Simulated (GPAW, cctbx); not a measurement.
## By hand: from a DFT structure factor to an extinction distance in NaCoCl3

NaCoCl3, Pm-3m (no. 221), a = 4.8428 Å, b = 4.8428 Å, c = 4.8428 Å, α = 90.00°, β = 90.00°, γ = 90.00°.

```csv
atom,mult.,x,y,z
Co1,1,0,0,0
Cl1,3,1/2,0,0
Na1,1,1/2,1/2,1/2
```

The cell comes from substitution in a known structure type and wasn't matched to any measured phase.

A DFT run (GPAW, PBE, 450 eV, 4×4×4 k-points, Fermi–Dirac width 0.05 eV, spin-polarised) gives the static X-ray structure factor of 010 as 30.307 e for the conventional cell; superposed free atoms give 30.073 e. **Problem.** Find the Fourier component V of the crystal potential and the two-beam extinction distance at 300 kV in both cases.

### 1. Geometry

The cell volume is Ω = 113.58 Å³ and d(010) = 4.8428 Å, so g = 1/d = 0.2065 Å⁻¹.

### 2. The nuclei

Electrons feel nuclei as well as electrons, so the nuclear charges are summed with the same phases.

Phase sums Σ exp(2πi h·x), turned so that the total is real and positive: Co +1.000, Cl +1.000, Na -1.000. Then F_Z = 27 × (+1.000) + 17 × (+1.000) + 11 × (-1.000) = 33.00 e. The electron term has the same sign for this reflection.

### 3. Mott–Bethe

Poisson's equation, term by term, gives V = (e/4πε₀)(F_Z − F)/(πΩg²), with e/4πε₀ = 14.3996 V Å.

The prefactor is 14.3996 × 4.8428²/(π × 113.58) = 0.94647 V per electron. Free atoms: (33.00 − 30.073) × 0.94647 = 2.770 V. Crystal: (33.00 − 30.307) × 0.94647 = 2.549 V. F changes by +0.78 % and V by -8.0 %: the same 0.23 e is measured against F_Z − F = 2.9 e in place of F = 30.1 e.

### 4. Extinction distance

In the two-beam case ξ = 1/(λU) with U = 2γm₀eV/h², that is ξ = 150.41 V Å²/(γλV).

At 300 kV, λ = 0.01969 Å and γ = 1.5871. Free atoms: ξ = 1738 Å. Crystal: ξ = 1889 Å. The thickness fringes go as sin²(πt/ξ), so the two patterns slip by a quarter of a period when t|1/ξ₁ − 1/ξ₀| = 1/4, at t ≈ 543 nm. Thermal motion, absorption and many-beam coupling, left out here, change a real pattern.

### 5. Answer

V(010) is 2.55 V against 2.77 V, and ξ is 1889 against 1738 Å. Limits: static atoms, two beams; a ferromagnetic start is the only order tried, and the real ground state may be antiferromagnetic or insulating; no Hubbard U on Co.

[Outputs are excerpts: Python notices, other lines and further rows are left out; steps that failed or that the build refused (PBEsol, TPSS) are not shown.]

[Logs are printed without paths, hosts, clocks, repeated set-up lines and the standing remarks that a program may print on its own settings, such as how far it seeks lower states.]
